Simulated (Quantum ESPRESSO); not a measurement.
# Bi2Te3 quintuple layer, 1 layer: a series in the field along the normal, part 2 of 4

Wanted: a table for Bi2Te3 quintuple layer, 1 layer against the field along the normal, and what can be fitted to it.

Quantum ESPRESSO 7.5; plane-wave DFT, PBE, PseudoDojo fully relativistic norm-conserving pseudopotentials.

So far. Step 2 (Relaxing cell and ions of the reference):  The last row is no step: it is a fresh SCF in the final cell with a new plane-wave basis, +0 meV from the row before.

## Step 3: Ground state, 0 V/Å

The self-consistent run of this member.

Level of this step: plane-wave DFT, PBE, PseudoDojo fully relativistic norm-conserving pseudopotentials (Quantum ESPRESSO 7.5).

The input, m0.scf.in:

```
&control
  prefix = 'm0.scf'
  outdir = './out'
  pseudo_dir = './pseudo'
  calculation = 'scf'
  tprnfor = .true.
  tefield = .true.
  dipfield = .true.
/
&system
  ibrav = 0
  nat = 5
  ntyp = 2
  ecutwfc = 68
  ecutrho = 272
  occupations = 'smearing'
  smearing = 'fd'
  degauss = 0.002
  edir = 3
  emaxpos = 0.97
  eopreg = 0.04
  eamp = 0.0
  noncolin = .true.
  lspinorb = .true.
  nbnd = 84
/
&electrons
  conv_thr = 1e-09
  mixing_beta = 0.4
  electron_maxstep = 120
  mixing_mode = 'plain'
/
ATOMIC_SPECIES
  Te  127.6000  Te.dojo-fr-pbe-0.4-standard.upf
  Bi  208.9804  Bi.dojo-fr-pbe-0.4-standard.upf
CELL_PARAMETERS angstrom
  4.35432553000000 0.00000000000000 0.00000000000000
  -2.17716276500000 3.77095652500000 0.00000000000000
  0.00000000000000 0.00000000000000 24.20000000000000
ATOMIC_POSITIONS crystal
  Te  0.333333333300 0.666666666700 0.343624275700
  Bi  0.666666666700 0.333333333300 0.415638002100
  Te  0.000000000000 0.000000000000 0.500000000000
  Bi  0.333333333300 0.666666666700 0.584361997900
  Te  0.666666666700 0.333333333300 0.656375724300
K_POINTS automatic
  6 6 1 0 0 0
```

Launch:

```sh
$ OMP_NUM_THREADS=1 mpirun -n 8 pw.x -nk 2 -in m0.scf.in > m0.scf.out
```

The program printed:

```text
[banner, memory and clock lines left out]
Program PWSCF v.7.5 starts
[citation notice left out]

[...]
bravais-lattice index     =            0
     lattice parameter (alat)  =       8.2285  a.u.
     unit-cell volume          =    2681.5407 (a.u.)^3
     number of atoms/cell      =            5
     number of atomic types    =            2
     number of electrons       =        78.00
     number of Kohn-Sham states=           84
     kinetic-energy cutoff     =      68.0000  Ry
     charge density cutoff     =     272.0000  Ry
     scf convergence threshold =      1.0E-09
     mixing beta               =       0.4000
     number of iterations used =            8  plain     mixing
     Exchange-correlation= PBE
                           (   1   4   3   4   0   0   0)
     Non magnetic calculation with spin-orbit

[...]
PseudoPot. # 1 for Te read from file:
     ./pseudo/Te.dojo-fr-pbe-0.4-standard.upf
     Pseudo is Norm-conserving + core correction, Zval = 16.0
     Generated using ONCVPSP code by D. R. Hamann
     Using radial grid of 1324 points, 10 beta functions with:
                l(1) =   0
                l(2) =   0
                l(3) =   1
                l(4) =   1
                l(5) =   1
                l(6) =   1
                l(7) =   2
                l(8) =   2
                l(9) =   2
               l(10) =   2

     PseudoPot. # 2 for Bi read from file:
     ./pseudo/Bi.dojo-fr-pbe-0.4-standard.upf
     Pseudo is Norm-conserving + core correction, Zval = 15.0
     Generated using ONCVPSP code by D. R. Hamann
     Using radial grid of 1562 points, 10 beta functions with:
                l(1) =   0
                l(2) =   0
                l(3) =   1
                l(4) =   1
                l(5) =   1
                l(6) =   1
                l(7) =   2
                l(8) =   2
                l(9) =   2
               l(10) =   2

     atomic species   valence    mass     pseudopotential
     Te               16.00   127.60000     Te( 1.00)
     Bi               15.00   208.98040     Bi( 1.00)

     No symmetry found

[...]
number of k points=    20  Fermi-Dirac smearing, width (Ry)=  0.0020
[...]
Dense  grid:   203257 G-vectors     FFT dimensions: (  45,  45, 243)

     Initial potential from superposition of free atoms

     starting charge      77.9972, renormalised to      78.0000

     negative rho (up, down):  1.032E-04 0.000E+00

     Adding external electric field

     Computed dipole along edir(3) :
        Dipole                0.0000 Ry au,          0.0000 Debye
        Dipole field          0.0000 Ry au,

        Potential amp.       -0.0000 Ry
        Total length         43.9021 bohr

     Starting wfcs are   90 randomized atomic wfcs

     per-process dynamical memory:   250.5 Mb

     Self-consistent Calculation

     iteration #  1     ecut=    68.00 Ry     beta= 0.40
     Davidson diagonalization with overlap
     ethr =  1.00E-02,  avg # of iterations =  2.0

     Threshold (ethr) on eigenvalues was too large:
     Diagonalizing with lowered threshold

     Davidson diagonalization with overlap
     ethr =  1.29E-04,  avg # of iterations =  4.0

     negative rho (up, down):  5.647E-05 0.000E+00

     Adding external electric field

     Computed dipole along edir(3) :
        Dipole                0.0002 Ry au,          0.0006 Debye
        Dipole field          0.0000 Ry au,

        Potential amp.       -0.0001 Ry
        Total length         43.9021 bohr

     total energy              =    -956.49566686 Ry
     estimated scf accuracy    <       0.07731187 Ry

     iteration #  2     ecut=    68.00 Ry     beta= 0.40
[...]
negative rho (up, down):  4.299E-05 0.000E+00

[...]
Dipole               -0.0010 Ry au,         -0.0026 Debye
[...]
total energy              =    -956.49690821 Ry
     estimated scf accuracy    <       0.06842816 Ry

     iteration #  3     ecut=    68.00 Ry     beta= 0.40
[...]
negative rho (up, down):  2.682E-05 0.000E+00

[...]
Dipole                0.0042 Ry au,          0.0108 Debye
[...]
total energy              =    -956.50763021 Ry
     estimated scf accuracy    <       0.05746130 Ry

     iteration #  4     ecut=    68.00 Ry     beta= 0.40
[...]
negative rho (up, down):  7.615E-06 0.000E+00

[...]
Dipole               -0.0604 Ry au,         -0.1535 Debye
[...]
total energy              =    -956.51247951 Ry
     estimated scf accuracy    <       0.00178624 Ry

     iteration #  5     ecut=    68.00 Ry     beta= 0.40
[...]
negative rho (up, down):  5.216E-06 0.000E+00

[...]
Dipole                0.0054 Ry au,          0.0138 Debye
[...]
total energy              =    -956.51176112 Ry
     estimated scf accuracy    <       0.03301782 Ry

     iteration #  6     ecut=    68.00 Ry     beta= 0.40
[...]
negative rho (up, down):  7.491E-07 0.000E+00

[...]
Dipole                0.0006 Ry au,          0.0016 Debye
[...]
total energy              =    -956.51276741 Ry
     estimated scf accuracy    <       0.00171710 Ry

[...]
iteration # 12     ecut=    68.00 Ry     beta= 0.40
[...]
Dipole                0.0000 Ry au,          0.0000 Debye
[...]
total energy              =    -956.51301892 Ry
     estimated scf accuracy    <       0.00000004 Ry

     iteration # 13     ecut=    68.00 Ry     beta= 0.40
[...]
Dipole                0.0000 Ry au,          0.0000 Debye
[...]
total energy              =    -956.51301893 Ry
     estimated scf accuracy    <          8.1E-09 Ry

     iteration # 14     ecut=    68.00 Ry     beta= 0.40
[...]
Dipole               -0.0000 Ry au,         -0.0000 Debye
[...]
total energy              =    -956.51301893 Ry
     estimated scf accuracy    <          1.4E-09 Ry

     iteration # 15     ecut=    68.00 Ry     beta= 0.40
[...]
Dipole                0.0000 Ry au,          0.0001 Debye
[...]
End of self-consistent calculation

          k = 0.0000 0.0000 0.0000 ( 25405 PWs)   bands (ev):

   -36.1645 -36.1645 -36.1644 -36.1644 -36.1523 -36.1523 -36.1523 -36.1523
   -36.0386 -36.0386 -36.0046 -36.0046 -34.7019 -34.7019 -34.7019 -34.7019
   -34.6919 -34.6919 -34.6919 -34.6919 -34.6857 -34.6857 -34.6857 -34.6857
   -34.5760 -34.5760 -34.5621 -34.5621 -34.5318 -34.5318 -23.3194 -23.3194
   -23.3189 -23.3189 -23.3103 -23.3103 -23.3098 -23.3098 -20.3425 -20.3425
   -20.3410 -20.3410 -20.3291 -20.3291 -20.3289 -20.3289 -20.3260 -20.3260
   -20.3244 -20.3244 -11.8554 -11.8554 -11.3455 -11.3455  -9.7698  -9.7698
    -7.8559  -7.8559  -6.6378  -6.6378  -1.6219  -1.6219  -1.0053  -1.0053
    -0.3311  -0.3311  -0.1045  -0.1045   0.1079   0.1079   0.1713   0.1713
     0.3432   0.3432   0.5459   0.5459   0.7266   0.7266   1.0812   1.0812
     2.0490   2.0490   2.4789   2.4789

          k = 0.0000 0.1925 0.0000 ( 25347 PWs)   bands (ev):

   -36.1643 -36.1643 -36.1643 -36.1643 -36.1523 -36.1522 -36.1522 -36.1522
   -36.0386 -36.0386 -36.0045 -36.0045 -34.7017 -34.7017 -34.7017 -34.7017
   -34.6919 -34.6919 -34.6919 -34.6919 -34.6856 -34.6856 -34.6856 -34.6856
   -34.5759 -34.5759 -34.5621 -34.5621 -34.5315 -34.5315 -23.3186 -23.3186
   -23.3183 -23.3183 -23.3105 -23.3105 -23.3099 -23.3099 -20.3413 -20.3413
   -20.3398 -20.3398 -20.3305 -20.3305 -20.3303 -20.3303 -20.3248 -20.3248
   -20.3233 -20.3233 -11.6130 -11.6130 -11.1196 -11.1196  -9.6291  -9.6291
    -7.9324  -7.9324  -6.9973  -6.9973  -2.1612  -2.1612  -1.7782  -1.7782
    -1.2413  -1.2413  -0.7473  -0.7473  -0.6367  -0.6367  -0.2031  -0.2031
     0.2484   0.2484   0.5302   0.5302   0.8353   0.8353   1.7249   1.7249
     2.3675   2.3675   3.0240   3.0240

[...]
the Fermi energy is     0.9829 ev

!    total energy              =    -956.51301893 Ry
     estimated scf accuracy    <          6.8E-10 Ry
     smearing contrib. (-TS)   =      -0.00003241 Ry
     internal energy E=F+TS    =    -956.51298653 Ry

     The total energy is F=E-TS. E is the sum of the following terms:
     one-electron contribution =   -4004.65724441 Ry
     hartree contribution      =    2013.55433186 Ry
     xc contribution           =    -233.76160605 Ry
     ewald contribution        =    1268.35153208 Ry
     electric field correction =       0.00000000 Ry

     convergence has been achieved in  15 iterations

     Forces acting on atoms (cartesian axes, Ry/au):

     atom    1 type  1   force =     0.00000002    0.00000004   -0.00965075
     atom    2 type  2   force =    -0.00000004    0.00000001   -0.00081271
     atom    3 type  1   force =     0.00000002   -0.00000001   -0.00000042
     atom    4 type  2   force =    -0.00000002   -0.00000003    0.00081329
     atom    5 type  1   force =     0.00000002   -0.00000001    0.00965060

     Total force =     0.013696     Total SCF correction =     0.000170

[...]
```

It took 5.8 min on 8 MPI ranks of Arm Neoverse V2, shared host; peak memory 3.1 GiB.

Read from the output:

| Property | Result |
| --- | --- |
| free energy | -13014.0226 eV |
| energy at zero smearing | -13014.0224 eV |
| Fermi energy | 0.9829 eV |
| dipole along the normal | 2.08e-5 e·Å |
| valence top, on the run's zero | 0.8353 eV |
| conduction bottom, on the run's zero | 1.081 eV |
| gap by band count | 0.2459 eV |

## Step 4: Potential by pp.x, 0 V/Å

plot_num = 11 writes the bare and Hartree potential, from which vacuum levels or, in a crystal, the mean potential are read.

The input, m0.pot.in:

```
&inputpp
  prefix = 'm0.scf'
  outdir = './out'
  filplot = 'm0.pot.dat'
  plot_num = 11
/
```

Launch:

```sh
$ OMP_NUM_THREADS=1 mpirun -n 8 pp.x -in m0.pot.in > m0.pot.out
```

The program printed:

```text
[banner, memory and clock lines left out]
Program POST-PROC v.7.5 starts

          URL

     ./out/m0.scf.save/

     IMPORTANT: XC functional enforced from input :
     Exchange-correlation= PBE
                           (   1   4   3   4   0   0   0)
     Any further DFT definition will be discarded
     Please, verify this is what you really want

     Adding external electric field

     Computed dipole along edir(3) :
        Dipole                0.0000 Ry au,          0.0001 Debye
        Dipole field          0.0000 Ry au,

        Potential amp.       -0.0000 Ry
        Total length         43.9021 bohr

     Calling punch_plot, plot_num =  11

     Adding external electric field

     Computed dipole along edir(3) :
        Dipole                0.0000 Ry au,          0.0001 Debye
        Dipole field          0.0000 Ry au,

        Potential amp.       -0.0000 Ry
        Total length         43.9021 bohr

     Writing data to file  m0.pot.dat
     Message from routine chdens:
     namelist plot not found or invalid, exiting
```

It took 0.89 s on 8 MPI ranks; peak memory 0.09 GiB.

This step gave:

```
slope of the potential above                                          : 6.66e-5 eV/Å
upper vacuum line continued to the top atoms, over the valence top    : 5.230 eV
slope of the potential below                                          : -5.28e-5 eV/Å
lower vacuum line continued to the bottom atoms, over the valence top : 5.230 eV
vacuum level at the upper face over the valence top of the mesh       : 5.230 eV
vacuum level at the lower face over the valence top of the mesh       : 5.230 eV
```

The potential energy, planar mean oscillates, so the rows of the table below give means over windows of 1.99 Å about each position, cut where the curve ends. Its maxima inside the range that stand out by 2 % of the span (Å: eV): 9.2: -3.01, 11.2: -0.430, 13.0: -0.430, 15.0: -3.01. Its minima: 8.4: -8.70, 10.1: -9.25, 12.1: -8.42, 14.1: -9.25, 15.8: -8.70.

Electrostatic potential energy of an electron, with the sawtooth; zero at the highest filled level of the SCF mesh. Potential energy, planar mean against z; means over each step:

| z (Å) | potential energy, planar mean (eV) |
| --- | --- |
| 0.99 | 5.23 |
| 2.98 | 5.23 |
| 4.97 | 5.22 |
| 6.96 | 2.69 |
| 8.95 | -6.16 |
| 10.94 | -4.51 |
| 12.93 | -4.39 |
| 14.92 | -6.42 |
| 16.91 | 0.675 |
| 18.90 | 5.20 |
| 20.89 | 5.23 |
| 22.88 | 5.23 |

[end of part 2 of 4]

[Logs are printed without paths, hosts, clocks, repeated set-up lines and the standing remarks that a program may print on its own settings, such as how far it seeks lower states.]

[Hosts, paths, dates, database ids (printed as entryN), source tags and the programs' standing remarks are cut or masked in the printed files.]

[Maps of the electrostatic potential energy from Ansatz leave out the sawtooth potential of an applied field or a dipole correction, so their vacuum need not be flat; planar profiles and work functions include it.]
